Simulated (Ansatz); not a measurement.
**Electron scattering at the Σ9 (114) boundary in bcc Nb, starting shift (0, 0.5)**

Wanted: what the Σ9 (114) boundary in bcc Nb, starting shift (0, 0.5) costs an interconnect.

Main program and level: Ansatz 0.2.0; Ansatz plane-wave DFT, PBE, PAW files; relaxation of a bicrystal slab with its lowest layers held; PAW set soft_1, in the first sound run; inputs show where later runs differ.

Most raw output is cut from this account.

## (1) The starting structure

The cell holds 24 atoms: 24 Nb. Cell: a = 5.483 Å, b = 4.676 Å, c = 30.053 Å, α = 90.0°, β = 90.0°, γ = 64.8°. It derives from Nb. built on the (1 1 4) plane; 2 overlapping atoms removed and the grains opened by 0.35 Å. Vacuum lies along c.

## (2) Relaxing the bicrystal

The boundary is built by mirroring the lower grain in the boundary plane and removing any atoms that overlap. A thin bicrystal slab is relaxed first, with the lowest layers held and the upper grain free to shift and open.

Input file input.yaml:

```yaml
crystal:
  lattice:
    - [5.4828782722, 0.0, 0.0]
    - [1.9937739172, 4.2294331709, 0.0]
    - [0.0, 0.0, 30.053257204]
  atoms:
    - { symbol: Nb, position: [0.4444444445, 0.7777777778, 0.1663713176] }
    - { symbol: Nb, position: [1.0e-10, 0.5000000001, 0.1923020305] }
    - { symbol: Nb, position: [0.5555555556, 0.2222222223, 0.2182327434] }
    - { symbol: Nb, position: [0.1111111112, 0.9444444445, 0.2441634563] }
    - { symbol: Nb, position: [0.6666666667, 0.6666666667, 0.2700941691] }
    - { symbol: Nb, position: [0.2222222223, 0.3888888889, 0.296024882] }
    - { symbol: Nb, position: [0.7777777778, 0.1111111111, 0.3219555949] }
    - { symbol: Nb, position: [0.3333333334, 0.8333333334, 0.3478863077] }
    - { symbol: Nb, position: [0.8888888889, 0.5555555556, 0.3738170206] }
    - { symbol: Nb, position: [0.4444444445, 0.2777777778, 0.3997477335] }
    - { symbol: Nb, position: [0.0, 0.0, 0.4256784464] }
    - { symbol: Nb, position: [0.4444444445, 0.7777777778, 0.4632551515] }
    - { symbol: Nb, position: [0.3333333334, 0.3333333334, 0.5151165772] }
    - { symbol: Nb, position: [0.7777777778, 0.6111111111, 0.5410472901] }
    - { symbol: Nb, position: [0.2222222223, 0.8888888889, 0.566978003] }
    - { symbol: Nb, position: [0.6666666667, 0.1666666667, 0.5929087159] }
    - { symbol: Nb, position: [0.1111111112, 0.4444444445, 0.6188394287] }
    - { symbol: Nb, position: [0.5555555556, 0.7222222223, 0.6447701416] }
    - { symbol: Nb, position: [1.0e-10, 1.0e-10, 0.6707008545] }
    - { symbol: Nb, position: [0.4444444445, 0.2777777778, 0.6966315674] }
    - { symbol: Nb, position: [0.888888889, 0.5555555556, 0.7225622802] }
    - { symbol: Nb, position: [0.3333333334, 0.8333333334, 0.7484929931] }
    - { symbol: Nb, position: [0.7777777779, 0.1111111112, 0.774423706] }
    - { symbol: Nb, position: [0.2222222223, 0.388888889, 0.8003544188] }
kpoints:
  mp_grid: { grid: [6, 6, 1] }
hamiltonian:
  xc: pbe
  pseudopotentials: { kind: paw, azcp: { folder: soft_1 } }
scf:
  occupations: { method: fermi_dirac, width: 0.1 }
relax:
  f_tol: 0.03
  max_steps: 80
  constraints: [{ sites: [0, 1, 2, 3] }]
```

The run is started by

```
$ ansatz run input.yaml --threads 4 --pin off --max-ram 15360MiB --backend cpu --events-out ev --progress --plain --runs-dir out
```

Elapsed: 13 min, on 4 threads of Arm Neoverse V1, shared host; peak memory 3 GiB; 51 min of CPU time.

Relaxation path:

| step | energy less that of the first step (eV) | largest force component (eV/Å) |
| --- | --- | --- |
| 1 | 0.0000 | 1.7178 |
| 2 | -1.0377 | 0.8339 |
| 3 | -1.4606 | 0.4984 |
| 4 | -1.8465 | 0.2361 |
| 5 | -2.0709 | 0.1885 |
| 6 | -2.2306 | 0.2425 |
| 7 | -2.3349 | 0.1844 |
| 8 | -2.3825 | 0.1117 |
| 9 | -2.3184 | 0.4437 |
| 10 | -2.3974 | 0.0605 |
| 11 | -2.4024 | 0.0507 |
| 12 | -2.4049 | 0.0437 |
| 13 | -2.4072 | 0.0346 |
| 14 | -2.4087 | 0.0309 |
| 15 | -2.4090 | 0.0166 |

Relaxation step 9 was tried and not accepted.

The run keeps the 2 symmetry operations that it works with, so distortions that break them were not tested.

The atoms that moved most (Å):

```
atom     dx      dy      dz  length
Nb24  0.109  -0.051  -1.195   1.201
Nb17  0.372  -0.176  -0.982   1.065
Nb23  0.194  -0.092  -1.037   1.059
Nb15  0.322  -0.152  -0.988   1.050
Nb14  0.388  -0.183  -0.929   1.023
Nb21  0.276  -0.130  -0.975   1.022
Nb18  0.331  -0.156  -0.953   1.021
Nb19  0.302  -0.142  -0.962   1.018
```

Final coordinates:

```cif
data_structure
_symmetry_space_group_name_H-M 'P 1'
_symmetry_Int_Tables_number 1
_cell_length_a 5.4829
_cell_length_b 4.6758
_cell_length_c 30.0533
_cell_angle_alpha 90.000
_cell_angle_beta 90.000
_cell_angle_gamma 64.761
_cell_volume 696.92
loop_
_atom_site_label
_atom_site_type_symbol
_atom_site_fract_x
_atom_site_fract_y
_atom_site_fract_z
_atom_site_occupancy
Nb1 Nb 0.44444 0.77778 0.16637 1
Nb2 Nb 0.00000 0.50000 0.19230 1
Nb3 Nb 0.55556 0.22222 0.21823 1
Nb4 Nb 0.11111 0.94444 0.24416 1
Nb5 Nb 0.66113 0.66943 0.26739 1
Nb6 Nb 0.21599 0.39200 0.29495 1
Nb7 Nb 0.77060 0.11470 0.32181 1
Nb8 Nb 0.32231 0.83885 0.34789 1
Nb9 Nb 0.89062 0.55469 0.37319 1
Nb10 Nb 0.43187 0.28407 0.39474 1
Nb11 Nb 0.97234 0.01383 0.43911 1
Nb12 Nb 0.55318 0.72341 0.44128 1
Nb13 Nb 0.41061 0.29470 0.48773 1
Nb14 Nb 0.86427 0.56787 0.51014 1
Nb15 Nb 0.29398 0.85301 0.53411 1
Nb16 Nb 0.74490 0.12755 0.56200 1
Nb17 Nb 0.19411 0.40294 0.58617 1
Nb18 Nb 0.62937 0.68531 0.61305 1
Nb19 Nb 0.06726 0.96637 0.63868 1
Nb20 Nb 0.50651 0.24675 0.66715 1
Nb21 Nb 0.95034 0.52483 0.69011 1
Nb22 Nb 0.38627 0.80687 0.71767 1
Nb23 Nb 0.82107 0.08946 0.73993 1
Nb24 Nb 0.24651 0.37674 0.76060 1
```

This step gave:

```yaml
free_energy: -109246.9292 eV
energy_at_zero_smearing: -109246.4176 eV
fermi_energy: 9.867 eV
```

The largest force component on a free atom ends at 0.017 eV/Å, under the tolerance of 0.03, after 15 steps.

## (3) Transmission across the boundary

Bulk layers of each grain are laid under and over the relaxed boundary, and a lead is named in the middle of each, away from the free faces. The mesh across the current, 16×16, is finer than the density's, because channels open and close sharply across the zone. Energies from -0.1 to 0.1 eV in steps of 0.05 eV are too few for the program's thermal sum, so it prints no conductance; for a metal the transmission near the Fermi level serves, at a fraction of the cost.

This step: Ansatz plane-wave DFT, PBE, PAW files; ballistic transport by layer matching (Landauer), zero bias; boundary relaxed in a short slab, bulk layers laid on; PAW set soft_1 (Ansatz 0.2.0).

System of this step: Σ9 (114) boundary in bcc Nb, starting shift (0, 0.5). The cell holds 55 atoms: 55 Nb. Its edges and angles: a = 5.483 Å, b = 4.676 Å, c = 50.258 Å, α = 90.0°, β = 90.0°, γ = 64.8°. It derives from Nb. Regions: lower grain, 22 atoms (22 Nb); boundary, 15 atoms (15 Nb); upper grain, 18 atoms (18 Nb). Vacuum lies along c.

Input file input.yaml:

```yaml
crystal:
  lattice:
    - [5.4828782722, 0.0, 0.0]
    - [1.9937739172, 4.2294331709, 0.0]
    - [0.0, 0.0, 50.2582644055]
  atoms:
    - { symbol: Nb, position: [-16.1111111109, 8.0555555557, 0.0795889004] }
    - { symbol: Nb, position: [-15.5555555553, 7.7777777779, 0.0950948553] }
    - { symbol: Nb, position: [-14.9999999998, 7.5000000001, 0.1106008103] }
    - { symbol: Nb, position: [-14.4444444442, 7.2222222223, 0.1261067652] }
    - { symbol: Nb, position: [-13.8888888887, 6.9444444445, 0.1416127202] }
    - { symbol: Nb, position: [-13.3333333331, 6.6666666667, 0.1571186751] }
    - { symbol: Nb, position: [-12.7777777776, 6.3888888889, 0.1726246301] }
    - { symbol: Nb, position: [-12.222222222, 6.1111111112, 0.188130585] }
[... 43 atom lines left out ...]
    - { symbol: Nb, position: [-12.7039587027, 6.8519793515, 0.8738932348] }
    - { symbol: Nb, position: [-13.2595142582, 7.1297571293, 0.8893991897] }
    - { symbol: Nb, position: [-13.8150698138, 7.407534907, 0.9049051447] }
    - { symbol: Nb, position: [-14.3706253693, 7.6853126848, 0.9204110996] }
kpoints:
  mp_grid: { grid: [6, 6, 1] }
hamiltonian:
  xc: pbe
  pseudopotentials: { kind: paw, azcp: { folder: soft_1 } }
scf:
  occupations: { method: fermi_dirac, width: 0.1 }
output:
  transmission:
    leads: [[12, 13], [44, 45]]
    kmesh: [16, 16]
    e_range: [-0.1, 0.1]
    de: 0.05
  write_potential: true
  write_density: true
  volumetric_format: npy
  elf: true
```

Elapsed: 24 min, on 4 threads; peak memory 12 GiB; 86 min of CPU time.

Numbers from this step:

| Quantity | Value |
| --- | --- |
| free energy | -250369.1166 eV |
| energy at zero smearing | -250367.8333 eV |
| Fermi energy | 14.71 eV |
| cell area | 23.19 Å² |
| transmission per spin nearest the Fermi level | 2.690 |
| open channels per spin nearest the Fermi level | 5.715 |
| open channels per spin, upper lead | 5.730 |
| step of the lead's potential | 23.5 meV |
| step of the upper lead's potential | 24.1 meV |

Per spin. Table of transmission, zone mean by energy, zero at the Fermi level:

| energy (eV) | transmission, zone mean |
| --- | --- |
| -0.1000 | 2.89 |
| -0.0500 | 2.78 |
| 0.0000 | 2.69 |
| 0.0500 | 2.57 |
| 0.1000 | 2.49 |

Per spin. Open channels, zone mean against energy, zero at the Fermi level:

```
energy (eV)  lead  upper lead
    -0.1000  6.23        6.25
    -0.0500  5.92        5.90
     0.0000  5.71        5.73
     0.0500  5.36        5.37
     0.1000  5.19        5.18
```

Transmission over k1 and k2. At 0.0000 eV from the Fermi level.

Values, 16 rows by 16 columns:
```
2.22 2.79 3.48 3.64 3.64 3.48 2.79 2.22 1.92 2.23 3.25 3.49 3.49 3.25 2.23 1.92
3.10 4.12 4.57 4.72 4.57 4.12 3.10 2.73 2.59 3.08 3.24 3.31 3.24 3.08 2.59 2.73
3.62 4.16 4.35 4.35 4.16 3.62 2.41 2.71 2.94 3.15 2.85 2.85 3.15 2.94 2.71 2.41
3.42 2.97 3.27 2.97 3.42 3.12 2.65 2.79 2.94 3.31 2.92 3.31 2.94 2.79 2.65 3.12
2.52 2.04 2.04 2.52 2.89 3.37 3.12 2.69 2.43 2.79 2.79 2.43 2.69 3.12 3.37 2.89
1.64 1.49 1.64 1.86 2.22 3.14 2.88 2.00 2.31 2.10 2.31 2.00 2.88 3.14 2.22 1.86
1.00 1.00 1.74 2.38 1.66 2.31 0.69 1.47 1.84 1.84 1.47 0.69 2.31 1.66 2.38 1.74
1.16 1.25 2.32 2.55 2.35 1.51 0.44 1.67 1.98 1.67 0.44 1.51 2.35 2.55 2.32 1.25
1.00 1.74 2.38 1.66 2.31 0.69 1.47 1.84 1.84 1.47 0.69 2.31 1.66 2.38 1.74 1.00
1.64 1.86 2.22 3.14 2.88 2.00 2.31 2.10 2.31 2.00 2.88 3.14 2.22 1.86 1.64 1.49
2.52 2.89 3.37 3.12 2.69 2.43 2.79 2.79 2.43 2.69 3.12 3.37 2.89 2.52 2.04 2.04
3.42 3.12 2.65 2.79 2.94 3.31 2.92 3.31 2.94 2.79 2.65 3.12 3.42 2.97 3.27 2.97
3.62 2.41 2.71 2.94 3.15 2.85 2.85 3.15 2.94 2.71 2.41 3.62 4.16 4.35 4.35 4.16
3.10 2.73 2.59 3.08 3.24 3.31 3.24 3.08 2.59 2.73 3.10 4.12 4.57 4.72 4.57 4.12
2.22 1.92 2.23 3.25 3.49 3.49 3.25 2.23 1.92 2.22 2.79 3.48 3.64 3.64 3.48 2.79
1.88 2.29 3.04 3.50 3.58 3.50 3.04 2.29 1.88 2.29 3.04 3.50 3.58 3.50 3.04 2.29
```
Columns: k1 (b1) from -0.5 to 0.438; rows upwards: k2 (b2) from -0.5 to 0.438.

Open channels over k1 and k2. At 0.0000 eV from the Fermi level.

Ten even steps from '_' (2.00) to '@' (8.00):
```
++**%%%%%%%%**++++++%%%%%%%%++++
**@@@@@@@@@@****++**%%%%%%**++**
%%@@@@@@@@%%++++************++++
%%%%**%%%%******@@@@**@@@@******
**----****%%%%************%%%%**
..__..++++%%++--**%%**--++%%++++
____..--..++----****----++..--..
____----++--..--%%--..--++----__
__..--..++----****----++..--..__
..++++%%++--**%%**--++%%++++..__
****%%%%************%%%%****----
%%******@@@@**@@@@******%%%%**%%
%%++++************++++%%@@@@@@@@
****++**%%%%%%**++****@@@@@@@@@@
++++++%%%%%%%%++++++**%%%%%%%%**
--++%%%%%%%%%%++--++%%%%%%%%%%++
```
Columns: k1 (b1) from -0.5 to 0.438; rows upwards: k2 (b2) from -0.5 to 0.438.

Valence density in the cb plane at fractional x = 0.407, with atoms of Nb within 0.2 Å of it. It is the smooth field of the valence electrons, not physical close to the nuclei.

Ten even steps from '0' (0.0 e/Å³) to '9' (5.0 e/Å³), each cell a mean:
```
01354100000000000121000001221000000000000000
02899400000000001464100002553100000000000000
03899510000000001575100003663100000000000000
01576200000000001232100001331000000000000000
00121000000000000010000000000000000000000000
00000000000000000000001100000000000000000000
10000012210000000000135420000000000000000000
41000036520000000000279951000000000000000000
41000136630000000000289951000000000000000000
21000013310000000000157630000000000000000000
00000000000000000000012100000000000000000000
00010000000000000000000000000000000000000000
```
Columns run along c (16.0 Å, from fractional 0.68 to 1.00 of the cell), rows up along b (4.7 Å). Atoms in or near the plane, at fractional coordinates: Nb at (0.70, 0.80), Nb at (0.84, 0.30).

ELF in the cb plane at fractional x = 0.407, with atoms of Nb within 0.2 Å of it. It is the smooth field of the valence electrons, not physical close to the nuclei.

Ten even steps from '0' (0.00) to '9' (0.74), each cell a mean:
```
34898535654323442465335534653355322111000000
26968834643333335899424327997343332110000000
27847934543333335999524327998433332100000000
35999735653223433677335425874354322111000000
43455334555434553233344433322466432221100000
33333332235654555443333333334565444432100000
53454346533542335663379853465433334443210000
84243379963332334552696893365333224443210000
94243389973333333552694693354333223443210000
63354258743432234663499973465432234443210000
33444333224543455554345533455554444443110000
33333334445544553223333333223576433322100000
```
Columns run along c (16.0 Å, from fractional 0.68 to 1.00 of the cell), rows up along b (4.7 Å). Atoms in or near the plane, at fractional coordinates: Nb at (0.70, 0.80), Nb at (0.84, 0.30).

Electrostatic potential energy in the cb plane at fractional x = 0.407, with atoms of Nb within 0.2 Å of it. With pseudopotentials it is smooth inside the atoms' cores, unlike the true potential.

Ten even steps from '0' (-39 eV) to '9' (18 eV), each cell a mean:
```
97312589999889998646899986556899988999999999
84000279998888986202689974114799888899999999
83000179998888985101589973003788878899999999
85101489999889987424799985335899888999999999
98656799999999998777899998778999999999999999
88888888899999999999887789999999999999999999
68999864578999899999731258999998999999999999
26899731147988889998400027999888899999999999
26899730047988789998400016999887899999999999
47999853368998889998620048999988899999999999
78999987789999999999865578999999999999999999
98777899999999999888888888888999999999999999
```
Columns run along c (16.0 Å, from fractional 0.68 to 1.00 of the cell; values clipped at the 3rd and 97th percentile), rows up along b (4.7 Å). Atoms in or near the plane, at fractional coordinates: Nb at (0.70, 0.80), Nb at (0.84, 0.30).

Over the solved energies the transmission per spin lies between 2.49 and 2.89, out of 5.68 channels of the lead on average (up to 6.23).

## (4) Specific resistance

This step: Ansatz plane-wave DFT, PBE, PAW files; ballistic transport by layer matching (Landauer), zero bias; specific resistance of the boundary; PAW set soft_1 (Ansatz 0.2.0).

Numbers from this step:

| Item | Value |
| --- | --- |
| area resistance | 0.5881 fΩ m² |
| T over the leads' mean channel count | 0.4724 |

Averaged over the energies near the Fermi level, 47.2 % of the channels pass, which makes 0.588 fΩ m².

By hand, with T and the leads' channels N averaged over the energies near the Fermi level: RA = A (h/2e²)(1/T − ½[1/N₁ + 1/N₂]) = 23.19×10⁻²⁰ m² × 12 906 Ω × (1/2.685 − ½[1/5.682 + 1/5.687]) = 0.588 fΩ m².

## (5) Single-crystal slab for reference

The free faces cost energy too. A single-crystal slab with the same faces and held layers is relaxed, so that they cancel.

This step: Ansatz plane-wave DFT, PBE, PAW files; relaxation of a single-crystal slab with its lowest layers held; PAW set soft_1 (Ansatz 0.2.0).

System of this step: Nb slab, plane (1, 1, 4). The cell holds 25 atoms: 25 Nb. Its edges and angles: a = 5.483 Å, b = 4.676 Å, c = 29.703 Å, α = 90.0°, β = 90.0°, γ = 64.8°. It derives from Nb. Vacuum lies along c.

Input file input.yaml:

```yaml
crystal:
  lattice:
    - [5.4828782722, 0.0, 0.0]
    - [1.9937739172, 4.2294331709, 0.0]
    - [0.0, 0.0, 29.703257204]
  atoms:
    - { symbol: Nb, position: [0.6666666668, 0.6666666668, 0.1683317074] }
    - { symbol: Nb, position: [0.2222222224, 0.388888889, 0.1945679675] }
    - { symbol: Nb, position: [0.7777777779, 0.1111111113, 0.2208042277] }
    - { symbol: Nb, position: [0.3333333335, 0.8333333335, 0.2470404879] }
    - { symbol: Nb, position: [0.888888889, 0.5555555557, 0.273276748] }
    - { symbol: Nb, position: [0.4444444446, 0.2777777779, 0.2995130082] }
    - { symbol: Nb, position: [1.0e-10, 1.0e-10, 0.3257492683] }
    - { symbol: Nb, position: [0.5555555557, 0.7222222223, 0.3519855285] }
[... 13 atom lines left out ...]
    - { symbol: Nb, position: [0.3333333334, 0.8333333334, 0.7192931707] }
    - { symbol: Nb, position: [0.8888888889, 0.5555555556, 0.7455294308] }
    - { symbol: Nb, position: [0.4444444445, 0.2777777778, 0.771765691] }
    - { symbol: Nb, position: [0.0, 0.0, 0.7980019511] }
kpoints:
  mp_grid: { grid: [6, 6, 1] }
hamiltonian:
  xc: pbe
  pseudopotentials: { kind: paw, azcp: { folder: soft_1 } }
scf:
  occupations: { method: fermi_dirac, width: 0.1 }
relax:
  f_tol: 0.03
  max_steps: 80
  constraints: [{ sites: [0, 1, 2, 3] }]
```

Wall time 5.8 min (4 threads); peak memory 3 GiB; 22 min of CPU time.

Relaxation path:

```
step  energy less that of the first step (eV)  largest force component (eV/Å)
   1                                   0.0000                          1.7093
   2                                  -0.2850                          0.2652
   3                                  -0.3011                          0.1300
   4                                  -0.3132                          0.1073
   5                                  -0.3196                          0.0530
   6                                  -0.3211                          0.0251
```

The atoms that moved most (Å):

```csv
atom,dx,dy,dz,length
Nb25,0.184,-0.087,-0.239,0.314
Nb24,0.121,-0.057,-0.075,0.153
Nb23,0.079,-0.037,0.025,0.091
Nb5,-0.023,0.011,-0.082,0.086
Nb21,0.036,-0.017,0.060,0.072
Nb18,-0.052,0.024,-0.012,0.058
Nb17,-0.044,0.021,0.018,0.052
Nb6,-0.028,0.013,-0.034,0.046
```

The relaxed structure:

```xyz
25
Lattice="5.4829 0.0000 0.0000 1.9938 4.2294 0.0000 0.0000 0.0000 29.7033" Properties=species:S:1:pos:R:3
Nb    4.9844    2.8196    5.0000
Nb    1.9938    1.6448    5.7793
Nb    4.4860    0.4699    6.5586
Nb    3.4891    3.5245    7.3379
Nb    5.9587    2.3603    8.0352
Nb    2.9622    1.1883    8.8628
Nb   -0.0140    0.0066    9.6610
Nb    4.4980    3.0489   10.4476
Nb    1.5002    1.8774   11.2090
Nb    3.9810    0.7080   12.0080
Nb    2.9808    3.7642   12.7701
Nb    5.4657    2.5927   13.5514
Nb    2.4671    1.4216   14.3458
Nb    4.9537    0.2495   15.1340
Nb    3.9525    3.3061   15.9222
Nb    0.9622    2.1311   16.6824
Nb    3.4453    0.9605   17.4865
Nb    2.4405    4.0188   18.2361
Nb    4.9667    2.8280   19.0275
Nb    2.0071    1.6385   19.8156
Nb    4.5218    0.4531   20.6458
Nb    3.5290    3.5057   21.3634
Nb    6.0603    2.3124   22.1694
Nb    3.1117    1.1178   22.8490
Nb    0.1841   -0.0868   23.4639
```

This step gave:

```yaml
free_energy: -113801.2307 eV
energy_at_zero_smearing: -113800.6501 eV
fermi_energy: 10.55 eV
```

The largest force component on a free atom ends at 0.025 eV/Å, under the tolerance of 0.03, after 6 steps.

## (6) Bulk reference

The perfect crystal gives the energy per atom, for the atoms by which bicrystal and slab differ.

This step: Ansatz plane-wave DFT, PBE, PAW files; bulk reference; PAW set soft_1 (Ansatz 0.2.0).

System of this step: Nb. The structure is cubic, space group Im-3m (No. 229). Conventional cell: a = 3.306 Å, b = 3.306 Å, c = 3.306 Å, α = 90.00°, β = 90.00°, γ = 90.00°. Nearest to Nb lie 8 Nb at 2.86 Å.

input.yaml, the sections that differ from step 5:

```yaml
crystal:
  lattice:
    - [-1.65315, 1.65315, 1.65315]
    - [1.65315, -1.65315, 1.65315]
    - [1.65315, 1.65315, -1.65315]
  atoms:
    - { symbol: Nb, position: [0.0, 0.0, 0.0] }
kpoints:
  mp_grid: { grid: [18, 18, 18] }
# hamiltonian, scf: as in step 5
# relax: removed
```

It took 0.54 s on 4 threads; peak memory 0.29 GiB.

Numbers from this step:

| Property | Result |
| --- | --- |
| free energy | -4552.3404 eV |
| energy at zero smearing | -4552.3159 eV |
| Fermi energy | 17.74 eV |

## (7) Boundary energy

This step: Ansatz plane-wave DFT, PBE, PAW files; bicrystal less single-crystal slab less bulk atoms, a boundary area; PAW set soft_1 (Ansatz 0.2.0).

This step gave:

| Property | Result |
| --- | --- |
| excess energy of the cell | 1.917 eV |
| boundary energy | 1.324 J/m² |

The boundary costs 1.3 J/m².

By hand: 1.92 eV / 23.19 Å² × 16.02 = 1.32 J/m².

## (8) What came out

```
specific resistance of the boundary : 0.588 fΩ m²
share of channels that pass         : 0.472
boundary energy                     : 1.32 J/m²
```

The boundary has a specific resistance of 0.59 fΩ m² and an energy of 1.3 J/m². The boundary reflects 53 % of the channels; 0.59 fΩ m² is 5.9×10⁻¹² Ω·cm². In the relaxation the upper grain slid sideways by about 0.3 Å, so the result belongs to the position that it found, not to the starting one. One starting structure was relaxed; another shift or atom count at the boundary may lie lower.

[Logs are printed without paths, hosts, clocks, repeated set-up lines and the standing remarks that a program may print on its own settings, such as how far it seeks lower states.]

[Hosts, paths, dates, database ids (printed as entryN), source tags and the programs' standing remarks are cut or masked in the printed files.]
